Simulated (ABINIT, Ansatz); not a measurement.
Entries from a set of simulations; values are calculated unless marked as measured.

How the form of the self-energy moves the gap of CdSe (F-43m). The structure is cubic, space group F-43m (No. 216). Conventional cell: a = 6.141 Å, b = 6.141 Å, c = 6.141 Å, α = 90.00°, β = 90.00°, γ = 90.00°. Cd has 4 Se at 2.66 Å nearest. Nearest to Se lie 4 Cd at 2.66 Å. Farther neighbours, and contacts between anions beyond the nearest, are not listed. The calculation used RPA screening on PBE, plane waves, norm-conserving pseudopotentials (and 3 further levels or steps) in ABINIT 10.8.3, with cutoff 48 Ha, PseudoDojo scalar-relativistic 0.4 stringent, norm-conserving, potential set dojo-sr-pbe-0.4-stringent, ngkpt (4, 4, 4), nband 232, ecuteps 9.1 Ha, inclvkb 2, shiftk (0, 0, 0), symchi 1, awtr 1, frequency ppm, 4×4×4 k-mesh. The G0W0, Godby-Needs plasmon pole is 1.185 eV and the G0W0, Engel-Farid plasmon pole is 1.117 eV. The G0W0, Hybertsen-Louie plasmon pole is 1.223 eV, the one-shot Hartree-Fock is 6.692 eV and the known limits are short of the basis limit; mesh may overstate the screening; no spin-orbit coupling; coarse k mesh. It took 6 runs, 6.5 min in all on 8 MPI ranks of AMD EPYC 9B45 (Zen 5), shared host. G0W0, Engel-Farid plasmon pole: −0.068 eV against G0W0, Godby-Needs plasmon pole. G0W0, Hybertsen-Louie plasmon pole: +0.038 eV against G0W0, Godby-Needs plasmon pole. The cell and positions are those that the Materials Project relaxed with its own functionals (PBE, PBE+U or r2SCAN), kept fixed. Limits: mesh may overstate the screening; no spin-orbit coupling. The 4×4×4 mesh is coarse for this cell, which bears on the long-range parts of exchange and screening. For the PBE start: The RPA ε∞ on this mesh reaches over 25; with a narrow direct gap a coarse mesh can overstate it, and the correction is then too small.

[Paths, hosts, dates, memory and timing lines, banners, echoed tables and standing remarks are left out of the program output; an Ansatz launch command may be rebuilt from the run's recorded settings. Measured values are a selection of at most five: reports struck by readers or far from the other reports are left out. None is set beside runs whose start may be inverted or whose files or cutoffs have a known fault.]

[Runs of the session that timed out or met a known fault of the program may be left out.]

[Hosts, paths, dates, database ids (printed as entryN), source tags and the programs' standing remarks are cut or masked in the printed files.]

[G0W0 gaps are taken among the corrected bands and points alone; a level outside them can change the order at an edge.]

[Where Ansatz stands beside ABINIT at settings called matched, ABINIT's density can come from a denser mesh and the files from another edition; pairs whose starting gaps differed by over 0.03 eV were left out, so agreement reads better than it is.]
